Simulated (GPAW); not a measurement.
**How AlFe absorbs and reflects light**

Aim: the dielectric function of AlFe, and the optical constants that follow from it.

Program: GPAW 26.7.0. Level of theory: DFT, PBE, plane-wave PAW (GPAW data sets), scalar-relativistic, RPA, optical limit. Results are calculated unless marked as measured.

### 1. The starting structure

The structure is cubic, space group Pm-3m (No. 221). Conventional cell: a = 2.910 Å, b = 2.910 Å, c = 2.910 Å, α = 90.00°, β = 90.00°, γ = 90.00°. Fe has 8 Al at 2.52 Å nearest. Al has 8 Fe at 2.52 Å nearest. Farther neighbours are not listed.

Coordinates:

```
Fe Al
1.0
     2.91000    0.00000    0.00000
     0.00000    2.91000    0.00000
     0.00000    0.00000    2.91000
Fe Al
1 1
Direct
  0.50000 0.50000 0.50000
  0.00000 0.00000 0.00000
```

### 2. Ground state

First the ground state: is it a metal or has it a gap?

This step: DFT, PBE, plane-wave PAW (GPAW data sets), scalar-relativistic, ground state (GPAW 26.7.0).

File gs.py:

```python
from ase import Atoms
from ase.dft.bandgap import bandgap
from gpaw import GPAW, PW, FermiDirac

atoms = Atoms(['Fe', 'Al'],
              cell=[[2.910000000000, 0.000000000000, 0.000000000000],
                    [0.000000000000, 2.910000000000, 0.000000000000],
                    [0.000000000000, 0.000000000000, 2.910000000000]],
              scaled_positions=[[0.500000000000, 0.500000000000, 0.500000000000],
                                [0.000000000000, 0.000000000000, 0.000000000000]],
              pbc=[True, True, True])
atoms.set_initial_magnetic_moments([3.0, 0.0])
atoms.calc = GPAW(mode=PW(450), xc='PBE', kpts={'size': (8, 8, 8), 'gamma': True},
                  occupations=FermiDirac(0.05), maxiter=150, txt='gs.txt')
print('energy (eV)', atoms.get_potential_energy())
print('Fermi level (eV)', atoms.calc.get_fermi_level())
print('valence electrons', atoms.calc.get_number_of_electrons())
print('gap (eV)', bandgap(atoms.calc, output=None)[0])
print('direct gap (eV)', bandgap(atoms.calc, direct=True, output=None)[0])
print('moments', atoms.get_magnetic_moments().round(3).tolist())
atoms.calc.write('gs.gpw')
```

On the command line:

```console
OMP_NUM_THREADS=1 python gs.py
```

Numbers of over 12 decimals in the logs are rounded to 6 here.

Log:

```text
__  _  _
 | _ |_)|_||  |
 |__||  | ||/\| - 26.7.0

Versions:
  Python: 3.12.14
  ASE:    3.29.0
  Numpy:  2.5.5
  Scipy:  1.18.1
  Libxc:  7.0.0

Input parameters:
  mode=PW(ecut=450.000000),
  kpts=MonkhorstPack(size=(8, 8, 8), gamma=True),
  maxiter=150,
  occupations=Occupations(name='fermi-dirac', width=0.05, fixmagmom=False),
  xc=XC(name='PBE')

Diagonalizing LCAO Hamiltonian
Converting LCAO to pw mode
   .------.
  /|      |
 * |      |
 | | Fe   |
 | .------.
 |/      /
 Al-----*

Atoms  # Å, Bohr magnetons
|   | symbol |        x |        y |        z |    initial magnetic moments |
| 0 |     Fe | 1.455000 | 1.455000 | 1.455000 | ( 0.0000,  0.0000,  3.0000) |
| 1 |     Al | 0.000000 | 0.000000 | 0.000000 | ( 0.0000,  0.0000,  0.0000) |

Unit cell  # Å
| periodic |        x |        y |        z |  lengths |    angles |
|      yes | 2.910000 | 0.000000 | 0.000000 | 2.910000 | 90.000000 |
|      yes | 0.000000 | 2.910000 | 0.000000 | 2.910000 | 90.000000 |
|      yes | 0.000000 | 0.000000 | 2.910000 | 2.910000 | 90.000000 |

Number of symmetries: 48
Symmetry operations  # r_c * U_cc + t_c -> r_c
|    | kind |            matrix            |
|  0 |  E   |  1, 0, 0,  0, 1, 0,  0, 0, 1 |
|  1 |  σ   |  1, 0, 0,  0, 1, 0,  0, 0,-1 |
|  2 |  σ   |  1, 0, 0,  0, 0, 1,  0, 1, 0 |
|  3 |  C4  |  1, 0, 0,  0, 0, 1,  0,-1, 0 |
|  4 |  C4  |  1, 0, 0,  0, 0,-1,  0, 1, 0 |
|  5 |  σ   |  1, 0, 0,  0, 0,-1,  0,-1, 0 |
|  6 |  σ   |  1, 0, 0,  0,-1, 0,  0, 0, 1 |
|  7 |  C2  |  1, 0, 0,  0,-1, 0,  0, 0,-1 |
|  8 |  σ   |  0, 1, 0,  1, 0, 0,  0, 0, 1 |
|  9 |  C2  |  0, 1, 0,  1, 0, 0,  0, 0,-1 |
| 10 |  C3  |  0, 1, 0,  0, 0, 1,  1, 0, 0 |
| 11 |  S6  |  0, 1, 0,  0, 0, 1, -1, 0, 0 |
| 12 |  S6  |  0, 1, 0,  0, 0,-1,  1, 0, 0 |
| 13 |  C3  |  0, 1, 0,  0, 0,-1, -1, 0, 0 |
| 14 |  C4  |  0, 1, 0, -1, 0, 0,  0, 0, 1 |
| 15 |  S4  |  0, 1, 0, -1, 0, 0,  0, 0,-1 |
| 16 |  C3  |  0, 0, 1,  1, 0, 0,  0, 1, 0 |
| 17 |  S6  |  0, 0, 1,  1, 0, 0,  0,-1, 0 |
| 18 |  σ   |  0, 0, 1,  0, 1, 0,  1, 0, 0 |
| 19 |  C4  |  0, 0, 1,  0, 1, 0, -1, 0, 0 |
| 20 |  C2  |  0, 0, 1,  0,-1, 0,  1, 0, 0 |
| 21 |  S4  |  0, 0, 1,  0,-1, 0, -1, 0, 0 |
| 22 |  S6  |  0, 0, 1, -1, 0, 0,  0, 1, 0 |
| 23 |  C3  |  0, 0, 1, -1, 0, 0,  0,-1, 0 |
| 24 |  S6  |  0, 0,-1,  1, 0, 0,  0, 1, 0 |
| 25 |  C3  |  0, 0,-1,  1, 0, 0,  0,-1, 0 |
| 26 |  C4  |  0, 0,-1,  0, 1, 0,  1, 0, 0 |
| 27 |  σ   |  0, 0,-1,  0, 1, 0, -1, 0, 0 |
| 28 |  S4  |  0, 0,-1,  0,-1, 0,  1, 0, 0 |
| 29 |  C2  |  0, 0,-1,  0,-1, 0, -1, 0, 0 |
| 30 |  C3  |  0, 0,-1, -1, 0, 0,  0, 1, 0 |
| 31 |  S6  |  0, 0,-1, -1, 0, 0,  0,-1, 0 |
| 32 |  C4  |  0,-1, 0,  1, 0, 0,  0, 0, 1 |
| 33 |  S4  |  0,-1, 0,  1, 0, 0,  0, 0,-1 |
| 34 |  S6  |  0,-1, 0,  0, 0, 1,  1, 0, 0 |
| 35 |  C3  |  0,-1, 0,  0, 0, 1, -1, 0, 0 |
| 36 |  C3  |  0,-1, 0,  0, 0,-1,  1, 0, 0 |
| 37 |  S6  |  0,-1, 0,  0, 0,-1, -1, 0, 0 |
| 38 |  σ   |  0,-1, 0, -1, 0, 0,  0, 0, 1 |
| 39 |  C2  |  0,-1, 0, -1, 0, 0,  0, 0,-1 |
| 40 |  σ   | -1, 0, 0,  0, 1, 0,  0, 0, 1 |
| 41 |  C2  | -1, 0, 0,  0, 1, 0,  0, 0,-1 |
| 42 |  C2  | -1, 0, 0,  0, 0, 1,  0, 1, 0 |
| 43 |  S4  | -1, 0, 0,  0, 0, 1,  0,-1, 0 |
| 44 |  S4  | -1, 0, 0,  0, 0,-1,  0, 1, 0 |
| 45 |  C2  | -1, 0, 0,  0, 0,-1,  0,-1, 0 |
| 46 |  C2  | -1, 0, 0,  0,-1, 0,  0, 0, 1 |
| 47 |  i   | -1, 0, 0,  0,-1, 0,  0, 0,-1 |

BZ-sampling:
  Number of BZ points: 512
  Number of IBZ points: 35

  Monkhorst-Pack size: [8, 8, 8]
  Monkhorst-Pack shift: [0.0625, 0.0625, 0.0625]

K-points  # in reciprocal-cell coordinates
|     |                                coordinates |     weight |
|   0 | (  0.00000000,   0.00000000,   0.00000000) | 0.00195312 |
|   1 | (  0.12500000,   0.00000000,   0.00000000) | 0.01171875 |
|   2 | (  0.12500000,   0.12500000,   0.00000000) | 0.02343750 |
|   3 | (  0.12500000,   0.12500000,   0.12500000) | 0.01562500 |
|   4 | (  0.25000000,   0.00000000,   0.00000000) | 0.01171875 |
|   5 | (  0.25000000,   0.12500000,   0.00000000) | 0.04687500 |
|   6 | (  0.25000000,   0.12500000,   0.12500000) | 0.04687500 |
|   7 | (  0.25000000,   0.25000000,   0.00000000) | 0.02343750 |
|   8 | (  0.25000000,   0.25000000,   0.12500000) | 0.04687500 |
|   9 | (  0.25000000,   0.25000000,   0.25000000) | 0.01562500 |
| ... |                                            |            |
|  34 | (  0.50000000,   0.50000000,   0.50000000) | 0.00195312 |

Plane wave coefficients: 554
Cutoff: 450.000000 eV

Spin-components: 2 (collinear spins)
Bands:           13
Projectors:      11
Spin-degeneracy: 1
Datatype:        complex128

Parallelization:
  kpt:    1
  domain: 1
  band:   1

Density:
  Valence electrons: 11.0
  Components: 2
  Grid points: [15 15 15]
  Charge: 0.0  # |e|

Potential:
  Grid points: [15 15 15]

species:
  Fe:
    name:    Iron
    id:
    Z:       26.0
    valence: 8
    core:    18
    charge:  0.0  # [|e|]
    compensation charges:
      type: gauss
      rc: 0.33  # [Å]
      lmax: 2
    cutoffs:
      filter: 2.06  # [Å]
      core: 2.67  # [Å]
    projectors
    | kind |    occ | energy [eV] | rcut [Å] |
    |   4s |  2.000 |      -5.291 |    1.164 |
    |   4p |  0.000 |      -1.326 |    1.058 |
    |   3d |  6.000 |      -7.505 |    1.058 |
    |    s |        |      21.920 |    1.164 |
    |    p |        |      25.885 |    1.058 |
    |    d |        |      19.706 |    1.058 |

    Using partial waves for Fe as LCAO basis

  Al:
    name:    Aluminium
    id:
    Z:       13.0
    valence: 3
    core:    10
    charge:  0.0  # [|e|]
    compensation charges:
      type: gauss
      rc: 0.34  # [Å]
      lmax: 2
    cutoffs:
      filter: 1.91  # [Å]
      core: 2.36  # [Å]
    projectors
    | kind |    occ | energy [eV] | rcut [Å] |
    |   3s |  2.000 |      -7.753 |    1.085 |
    |   3p |  1.000 |      -2.712 |    1.085 |
    |    s |        |      19.459 |    1.085 |
    |    p |        |      24.499 |    1.085 |
    |    d |        |       0.000 |    1.085 |

    Using partial waves for Al as LCAO basis

Reference energy: -41222.877865  # eV

eigensolver:
  PPCG
  Converge bands: occupied
  niter=2

density mixing:
  MSR1-Mixer
  Pratt-step length: 0.05
  Maximum mixing coefficient: 0.75
  Old densities: 10
  SVD Regularization: 0.005
  Good broyden scale: 1.0
  Trust region scale: 1.0
  Backstep threshold: 4.0
  History deletion threshold: 6.0
  Fourier metric: weight=20.0, sigma=0.015

occupation numbers:
  Fermi-Dirac:
    width: 0.0500  # eV

poisson solver:
  ecut: 3600.000000  # eV

xc functional:
  name: PBE with 2 nearest neighbor stencil

convergence criteria:
- Maximum [total energy] change in last 3 cyles: 0.0005 eV / valence electron
- Maximum integral of absolute [dens]ity change: 0.0001 electrons / valence electron
- Maximum integral of absolute [eigenst]ate change: 4e-08 eV^2 / valence electron
maximum number of iterations: 150

SCF iterations
|iter     |      energy | eigst |  dens |  magmom |
|iter:   1||  -12.951482 | +0.46 |       |  +3.0107|
|iter:   2||  -12.965040 | -1.54 | -0.86 |  +2.9625|
|iter:   3||  -13.264275 | -1.96 | -0.88 |  +2.3318|
|iter:   4||  -13.196749 | -1.80 | -0.89 |  +1.6072|
|iter:   5||  -13.260688 | -2.95 | -1.35 |  +1.1616|
|iter:   6||  -12.854064 | -1.04 | -1.33 |  -2.9075|
|iter:   7||  -13.260664 | -1.53 | -0.85 |  -0.3941|
|iter:   8||  -13.286473 | -3.12 | -1.60 |  -0.5039|
|iter:   9||  -13.224919 | -2.10 | -1.69 |  -1.5881|
|iter:  10||  -13.306901 | -2.21 | -1.30 |  -0.5231|
|iter:  11||  -13.322639 | -2.90 | -1.74 |  -0.8833|
|iter:  12||  -13.314917 | -3.03 | -1.88 |  -0.5221|
|iter:  13||  -13.327660 | -3.33 | -1.71 |  -0.7784|
|iter:  14||  -13.327179 | -4.91 | -2.46 |  -0.8062|
|iter:  15||  -13.327844c| -4.55 | -2.31 |  -0.7466|
|iter:  16||  -13.327850c| -5.75 | -3.17 |  -0.7597|
|iter:  17||  -13.327861c| -6.50 | -3.20 |  -0.7536|
|iter:  18||  -13.327861c| -7.44c| -4.01c|  -0.7522|

Converged in 18 steps
SCF loop duration: 15.871 s (0.882 s/step)
Energy contributions relative to reference atoms: (reference = -41222.877865)

Energy contributions:
  Kinetic:          10.729411
  Coulomb:          -7.220579
  Zero:              0.156135
  External:          0.000000
  Xc:              -16.982873
  Entropy:          -0.019910
  Spinorbit:         0.000000
  ----------------------------
  Free energy:     -13.337816
  Extrapolated:    -13.327861

dipole moment: (-4.969919, -4.969919, -4.969919)  # |e|*Ang

Total magnetic moment: (0.000000, 0.000000, -0.752234)

Local magnetic moments
|        x |        y |         z |
| 0.000000 | 0.000000 | -0.778572 |  # Fe   0
| 0.000000 | 0.000000 |  0.030376 |  # Al   1

Fermi level: 9.117
Eigenvalues  # (at kpt = [0.000, 0.000, 0.000])
| band index |      eig [eV] | occ [0-1] |      eig [eV] | occ [0-1] |
|          0 |        -1.193 |     1.000 |        -1.193 |     1.000 |
|          1 |         7.075 |     1.000 |         6.639 |     1.000 |
|          2 |         7.075 |     1.000 |         6.639 |     1.000 |
|          3 |         9.547 |     0.000 |         8.673 |     1.000 |
|          4 |         9.547 |     0.000 |         8.673 |     1.000 |
|          5 |         9.547 |     0.000 |         8.673 |     1.000 |
|          6 |        15.190 |     0.000 |        15.170 |     0.000 |
|          7 |        15.190 |     0.000 |        15.170 |     0.000 |
|          8 |        15.190 |     0.000 |        15.170 |     0.000 |
|          9 |        18.278 |     0.000 |        18.195 |     0.000 |
|         10 |        18.278 |     0.000 |        18.195 |     0.000 |
|         11 |        24.026 |     0.000 |        23.903 |     0.000 |
|         12 |        30.446 |     0.000 |        30.405 |     0.000 |

No gap
No difference between direct/indirect transitions

--- standard output ---
energy (eV) -13.327861
Fermi level (eV) 9.117373
valence electrons 11.0
gap (eV) 0.0
direct gap (eV) 0.0
moments [-0.779, 0.03]
```

Elapsed: 18 s, on 1 thread of Arm Neoverse V1, shared host; peak memory 0.13 GiB.

Read-outs, printed or worked out from the files:

| Item | Value |
| --- | --- |
| energy | -13.33 eV |
| Fermi energy | 9.117 eV |
| electrons | 11 |
| site moments | -0.779, 0.03 μB |

There are states at the Fermi level within the smearing, so the occupations stay smeared and the carriers get a Drude term.

### 3. Bands for the response

The response needs many more empty bands than the density does.

This step: DFT, PBE, plane-wave PAW (GPAW data sets), scalar-relativistic, bands at fixed density (GPAW 26.7.0).

File nscf.py:

```python
from ase.dft.bandgap import bandgap
from gpaw import GPAW, FermiDirac

calc = GPAW('gs.gpw').fixed_density(kpts={'size': (16, 16, 16), 'gamma': True}, nbands=27, convergence={'bands': 21},
                                    occupations=FermiDirac(0.05), txt='nscf.txt')
print('gap (eV)', bandgap(calc, output=None)[0])
print('direct gap (eV)', bandgap(calc, direct=True, output=None)[0])
print('top band over the Fermi level (eV)', min(calc.get_eigenvalues(kpt=k)[20] for k in range(len(calc.get_ibz_k_points()))) - calc.get_fermi_level())
calc.write('full.gpw', mode='all')
```

On the command line:

```console
OMP_NUM_THREADS=1 python nscf.py
```

Log:

```text
Diagonalizing LCAO Hamiltonian
Converting LCAO to pw mode
convergence criteria:
- Maximum integral of absolute [eigenst]ate change: 4e-08 eV^2 / valence electron
maximum number of iterations: 150

SCF iterations
|iter     |      energy | eigst |  dens |  magmom |
|iter:   1||             | +2.66 |       |  -0.7522|
|iter:   2||             | +0.99 |       |  -0.7522|
|iter:   3||             | +0.17 |       |  -0.7522|
|iter:   4||             | -1.70 |       |  -0.7522|
|iter:   5||             | -2.95 |       |  -0.7522|
|iter:   6||             | -4.51 |       |  -0.7522|
|iter:   7||             | -5.64 |       |  -0.7522|
|iter:   8||             | -6.38 |       |  -0.7522|
|iter:   9||             | -6.98 |       |  -0.7522|
|iter:  10||             | -7.33 |       |  -0.7522|
|iter:  11||             | -7.72c|       |  -0.7522|
SCF steps: 11
  __  _  _
 | _ |_)|_||  |
 |__||  | ||/\| - 26.7.0

Versions:
  Python: 3.12.14
  ASE:    3.29.0
  Numpy:  2.5.5
  Scipy:  1.18.1
  Libxc:  7.0.0

Input parameters:
  mode=PW(ecut=450.000000),
  convergence={'bands': 21},
  gpts=array([15, 15, 15]),
  kpts=MonkhorstPack(size=(16, 16, 16), gamma=True),
  maxiter=150,
  nbands=27,
  occupations=Occupations(name='fermi-dirac', width=0.05, fixmagmom=False),
  parallel={},
  xc=XC(name='PBE')

--- standard output ---
gap (eV) 0.0
direct gap (eV) 0.0
top band over the Fermi level (eV) 25.809604
```

The job ended after 80 s (1 thread; peak memory 0.23 GiB).

[end of part 1 of 2]

[Machine, clock and banner lines and Python warnings are left out of the logs.]

[Logs are printed without paths, hosts, clocks, repeated set-up lines and the standing remarks that a program may print on its own settings, such as how far it seeks lower states.]

[Hosts, paths, dates, database ids (printed as entryN), source tags and the programs' standing remarks are cut or masked in the printed files.]
